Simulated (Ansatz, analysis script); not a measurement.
# Constrained moments in a free-standing square Mo monolayer, spacing 2.904 Å, part 2 of 2

Aim: the energy that it costs to turn one moment of a free-standing square Mo monolayer, spacing 2.904 Å against the others.

Ansatz 0.2.0; PBE, PAW set soft_2.

So far. Step 2 (The collinear state): The run ends antiferromagnetic, with a net moment of 0 μB a cell. Only this order was typed. Step 3 (Denser mesh): The run ends antiferromagnetic, with a net moment of 0 μB a cell, against 0 μB on the first mesh.

### 4. Constrained states

Level of this step: Ansatz DFT on spinors, a batch of states with constrained moment directions; PBE, PAW default (Ansatz).

A canted state is in general not stationary, so a lock holds the direction of each moment by a field that the run finds for itself, with a floor under its size so that it cannot collapse. One batch solves all states on one mesh, so that their energies can be subtracted.

The input counts atoms from 0. Atom 1 (Mo) is the turned one, and with it all its lattice images.

Contents of input.yaml:

```yaml
crystal:
  lattice:
    - [2.904, 0.0, 0.0]
    - [0.0, 5.808, 0.0]
    - [0.0, 0.0, 14.0]
  atoms:
    - { symbol: Mo, position: [0.0, 0.0, 0.5], spin: 1.95, spin_axis: [0.0, 0.0, 1.0] }
    - { symbol: Mo, position: [0.0, 0.5, 0.5], spin: 1.95, spin_axis: [0.0, 0.0, -1.0] }
kpoints:
  mp_grid: { grid: [19, 10, 1] }
hamiltonian:
  xc: pbe
scf:
  occupations: { method: fermi_dirac, width: 0.1 }
  max_iter: 120
  convergence: { dr2_threshold: 1.0e-08 }
basis:
  ecutwfc: 420.0
magnetization:
  noncollinear: true
magnetic_configurations:
  lock: { kind: ray, floor_fraction: 0.25 }
  seed: rotate
  angular_fan:
    site: 1
    rotation_axis: [0, 1, 0]
    angles_deg: [0, 30, 60, 90, 135, 180]
```

On the command line:

```sh
ansatz run input.yaml --threads 4 --pin off --max-ram 8192MiB --backend cpu --events-out ev --progress --plain --runs-dir out
```

Numbers of over 12 decimals in the logs are rounded to 6 here.

The log of the run:

```text
[...]
Crystal: 2 atoms, lattice volume = 236.130 Å³
Basis set: ecut = 420 eV, 4625 PW (Γ)
Bands: 36, of which v1, the nominal top of the filled ones, is band 28 counted from 1 (27 counted from 0)
Symmetry: 8 space group operations
k-points: 96 of 190 (irreducible under 2 space group operations)
[...]
Starting moments: Σ|m| = 3.9 μB on 2 of 2 sites
[...]
SCF iter   1: F=-9903.162896 eV  HF=-9904.753887 eV  |F-HF|=1.59e0  |Δ(HF+E_count)|=         —  Δρ=4.33e-2  dr2=3.02e0  dr2_m=1.01e0  ethr=1.05e-2  |M|=5.46e-18 ∫|m|=2.99e0 μB  |m|>n=1.1e-2 m-floor=1.1e-2 τ_xc=2.0e-11 mc-row=1.1e-2 uncertified=1  β_m=0.30  ⟨swp⟩=5.0  Hψ=29545  notcnv=0
automatic band count: the SCF goes on with 44 bands, as 36 were too few: the levels above may hold too much charge
[...]
SCF iter   2: F=-9904.179810 eV  HF=-9904.199241 eV  |F-HF|=1.94e-2  |Δ(HF+E_count)|=   5.55e-1  Δρ=2.75e-2  dr2=4.83e-1  dr2_m=4.08e-1  ethr=1.05e-2  |M|=5.46e-18 ∫|m|=3.31e0 μB  |m|>n=1.5e-2 m-floor=1.5e-2 τ_xc=6.6e-11 mc-row=1.5e-2  β_m=0.42  ⟨swp⟩=3.1  Hψ=9076  notcnv=0  defer=1
[...]
SCF iter  14: F=-9904.450155 eV  HF=-9904.450155 eV  |F-HF|=5.46e-11  |Δ(HF+E_count)|=   4.26e-9  Δρ=6.01e-7  dr2=4.21e-10  dr2_m=1.96e-10  ethr=3.62e-11  |M|=8.74e-17 ∫|m|=5.10e0 μB  |m|>n=1.7e-2 m-floor=1.8e-2 τ_xc=6.8e-6 mc-row=1.8e-2 uncertified=2  ⟨swp⟩=3.4  Hψ=9012  notcnv=0
SCF 1 converged in 14 iterations: F = -9904.450155 eV  dr2 = 4.21e-10
[...]
the search or the solves at the SCF's close seem to have found levels that the self-consistency loop had missed (the run counts 14). By its estimate they hold under 1e-12 electrons; where the run keeps them, the occupations were computed again with them
── magnetic configuration reference member: converged ──
── magnetic configuration member 1/6: fan1.0 ──
Bands: 44, of which v1, the nominal top of the filled ones, is band 28 counted from 1 (27 counted from 0)
[...]
eigensolver tolerance schedule: the retry pair's looser diagonalisation over-reported the residual by 122837.45 of it (diagonalisation noise at an unbounded share of the residual, at the tolerance the schedule requests for it); recorded, not acted on — ethr = c·dr2/N_el stays at c = 1.0e-1
[...]
SCF 1 converged in 2 iterations: F = -9904.450155 eV  dr2 = 9.84e-9
── member 1 fan1.0: converged ──
── magnetic configuration member 2/6: fan1.30 ──
Symmetry: 2 space group operations
k-points: 96 of 190
[...]
Constraint outer step 1 at iter 15: max|Δm| = 2.81e-2 μB  λ_eff = 1.000 eV/μB²  [c0 t0: gradient δμ = +5.626e-2 eV/μB]
[...]
SCF 1 converged in 25 iterations: F = -9904.419930 eV  dr2 = 8.61e-9
── member 2 fan1.30: converged ──
── magnetic configuration member 3/6: fan1.60 ──
[...]
SCF 1 converged in 34 iterations: F = -9904.340559 eV  dr2 = 7.98e-11
[...]
at 2 of the mixer's solves, the last at iteration 22, it left a direction of its history that read negative out of its fit and stepped the other way along it
── member 3 fan1.60: converged ──
── magnetic configuration member 4/6: fan1.90 ──
[...]
SCF 1 converged in 36 iterations: F = -9904.246455 eV  dr2 = 4.54e-10
── member 4 fan1.90: converged ──
── magnetic configuration member 5/6: fan1.135 ──
[...]
SCF 1 converged in 37 iterations: F = -9904.163906 eV  dr2 = 7.95e-9
── member 5 fan1.135: converged ──
── magnetic configuration member 6/6: fan1.180 ──
[...]
SCF 1 converged in 11 iterations: F = -9904.140511 eV  dr2 = 7.61e-10
── member 6 fan1.180: converged ──
SCF converged after 14 iterations
Stability not checked: this state was not tested for a lower state beside it, because a magnetisation constraint still acts at the end of the SCF (magnetization_constraint; see scf.lower_state_search)
Magnetization: |M| = 0.0000 μB,  M = (+0.0000, +0.0000, +0.0000) μB
Absolute magnetization: 5.1028 μB (∫|m|, with the PAW one-centre terms)
  site 0: m = (-0.0000, -0.0000, +1.9526) μB, |m| = 1.9526 μB  (R = 1.20 Å)
  site 1: m = (+0.0000, -0.0000, -1.9526) μB, |m| = 1.9526 μB  (R = 1.20 Å)
--- Magnetisation constraints (ε_frz = 1.0e-4 eV) ---
  site  kind           target                      achieved (μB)             |Δ|max (μB)  g (eV/μB)                   λ_eff  esc  ok   flags
  0     per_site_axis  ê (+0.000, +0.000, +1.000)  (-0.000, +0.000, +1.953)  9.51e-33     (-1.9e-32, +0.0e0, +0.0e0)  1.000  0    yes
  1     per_site_axis  ê (+0.000, +0.000, -1.000)  (+0.000, +0.000, -1.953)  4.34e-16     (+8.7e-16, +0.0e0, +0.0e0)  1.000  0    yes
Free energy (F): -9904.450155 eV
[...]
Internal energy: -9904.317880 eV  (E = F + TS)
E sigma→0 (E₀):  -9904.384018 eV
Entropy (-TS):   -0.132275 eV (-66.137 meV/atom)
Fermi energy:    -1.140748 eV
[...]
--- Band table (eV; the first three rows and the last of 96) ---
  k-point 0: bands = [... 24 lower, -2.2632, -2.2632, -0.4163, -0.4163, -0.1715, -0.1715, 0.0035, 0.0035, ... 12 higher]
  k-point 1: bands = [... 24 lower, -2.2626, -2.2626, -0.3877, -0.3877, -0.1706, -0.1706, -0.1177, -0.1177, ... 12 higher]
  k-point 2: bands = [... 24 lower, -2.2579, -2.2579, -0.3797, -0.3797, -0.3071, -0.3071, -0.1978, -0.1978, ... 12 higher]
  k-point 95: bands = [... 24 lower, -1.3068, -1.3068, -1.2556, -1.2556, -0.4923, -0.4923, 0.8364, 0.8364, ... 12 higher]
--- Magnetic configurations: 6 members + reference (common group order 2, 96 k-points under it; ray lock λ = 1 eV/μ_B², moment radius default, seed rotate, symmetry detected) ---
  F: the free energy, without the constraint's penalty, at the texture the member reached; Δ(F+E_count)@target: (F + electron-count term + first-order target correction) against the reference's — the energy at the target texture, the difference a fit consumes
  member                      status             F (eV) Δ(F+E_count)@target (meV)  max|Δm| μB  max|g| eV/μB  outer  esc   |G|
  reference                converged      -9904.4501549                    +0.000    4.34e-16      8.67e-16      0    0     8
  fan1.0                   converged      -9904.4501549                    +0.000    4.34e-16      8.67e-16      0    0     8
  fan1.30                  converged      -9904.4199296                   +30.406     1.55e-3       5.94e-2      1    0     2
  fan1.60                  converged      -9904.3405595                  +110.054     2.17e-3       1.06e-1      1    0     2
[...]
fan1.135                 converged      -9904.1639062                  +285.941     2.39e-3       6.37e-2      1    0     2
[...]
no lower state was looked for behind 7 of the runs: none is made under a magnetisation constraint held to the close
```

Run time: 9.4 min. Hardware: 4 threads of Arm Neoverse V2, shared host; peak memory 1.9 GiB.

The batch gives an energy and a set of moments for each member that converges.

### 5. Side runs that gave no result

| changed | outcome |
| --- | --- |
| magnetization | cut off at the time limit |
| basis.ecutwfc | refused or stopped by the program |

### 6. Analysis

All numbers here come from the batch. Energies are free energies plus the run's first-order correction to the targets, less the reference.

| angle (°) | energy (meV a cell) | turned moment (μB) |
| --- | --- | --- |
| 0 | 0.00 | 1.953 |
| 30 | 30.41 | 1.887 |
| 60 | 110.05 | 1.703 |
| 90 | 203.67 | 1.377 |
| 135 | 285.94 | 0.946 |
| 180 | 309.64 | 0.858 |

### 7. Summary of results

| Quantity | Value |
| --- | --- |
| energy at 180° | 310 meV a cell |
| turned moment | 1.95 μB at 0°, 0.858 μB at 180° |

Every turn costs energy, 310 meV a cell at 180°, so the antiferromagnetic reference is stable against this one rotation; no orders other than those typed and the 180° state were run. The turned moment goes from 1.95 to 0.858 μB, so its size depends on the angle, which a model of rigid spins leaves out. The turned states that keep their moment within 15 % are too few or end under 90°, so no constants are fitted. Spin–orbit coupling is switched off, and couplings of the turned atom to its own lattice images don't enter, since these turn with it. Energies are free energies at a smearing of 0.1 eV, and with partly filled levels differences shift, at times strongly, as the smearing goes to zero. The cell was taken as built, with atoms unrelaxed.

[Logs and program files are shortened in this print: banners, set-up blocks, solver, clock and traceback lines can be left out without a mark of their own.]

[Logs are printed without paths, hosts, clocks, repeated set-up lines and the standing remarks that a program may print on its own settings, such as how far it seeks lower states.]

[Hosts, paths, dates, database ids (printed as entryN), source tags and the programs' standing remarks are cut or masked in the printed files.]
